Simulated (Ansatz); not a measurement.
# Force difference against the spacing of support functions in 1/2<111> screw dislocation dipole in Li (150 atoms)

The cell holds 150 atoms: 150 Li. Its edges and angles: a = 42.989 Å, b = 24.866 Å, c = 3.040 Å, α = 93.5°, β = 90.0°, γ = 90.0°. It derives from Li (bcc). Bcc Li (a = 3.51 Å), x, y, z along [11-2], [-110], [111], 5 x 5 x 1 period; two opposite 1/2<111> screw dislocations along z, half a cell apart on one glide plane, laid by the isotropic elastic field summed over images, cell tilted by half the Burgers vector; not relaxed, displaced by a Gaussian of 0.02 Å.

Calculated with Ansatz 0.2.0: Kohn-Sham DFT, PBE, PAW (set soft_2), localised support functions (medium), with the spacing typed; the reference is Kohn-Sham DFT, PBE, PAW (set soft_2), plane waves, cutoff 420 eV, k-mesh 1×1×7, cold smearing of 0.15 eV, with an r.m.s. force component of 0.0261 eV/Å.

| spacing (Å) | r.m.s. force difference (meV/Å) | time |
| --- | --- | --- |
| 0.206 | 0.05 | 3.3 min |
| 0.231 | ? | ? |
| 0.296 | 1.998 | 2 min |
| 0.334 | 3.237 | 2 min |

**Question.** Fit a power law of the spacing to the rows given and interpolate to the withheld row.

**Working.**

A power law y = A x^b is a line in u = ln x and v = ln y.

| u = ln x | v = ln y |
| --- | --- |
| -1.57988 | -2.99573 |
| -1.21740 | 0.692147 |
| -1.09661 | 1.17465 |

With n = 3: mean u = -1.29796, mean v = -0.376313, Σ(u − ū)² = 0.12651, Σ(u − ū)(v − v̄) = 1.1368. Slope b = 1.1368 / 0.12651 = 8.9861; intercept a = v̄ − b ū = 11.287.

At the withheld row u = -1.465, v = a + b u = -1.880, and y = exp(v).

Prediction at 0.231: 0.1525 meV/Å. The run gave 0.075 meV/Å, so the fit is high by 0.078 meV/Å (103 % of the value).

The fitted exponent is 9.0. Between neighbouring rows, the withheld one included, the exponents are 3.5, 13 and 4.0, so one power law doesn't hold over the range. Among the rows given, the largest relative miss of the fit is at 0.334, by 0.95 meV/Å (29 %).

Limits: The difference holds the reference's own basis error, which sets a floor under it.

[Hosts, paths, dates, database ids (printed as entryN), source tags and the programs' standing remarks are cut or masked in the printed files.]
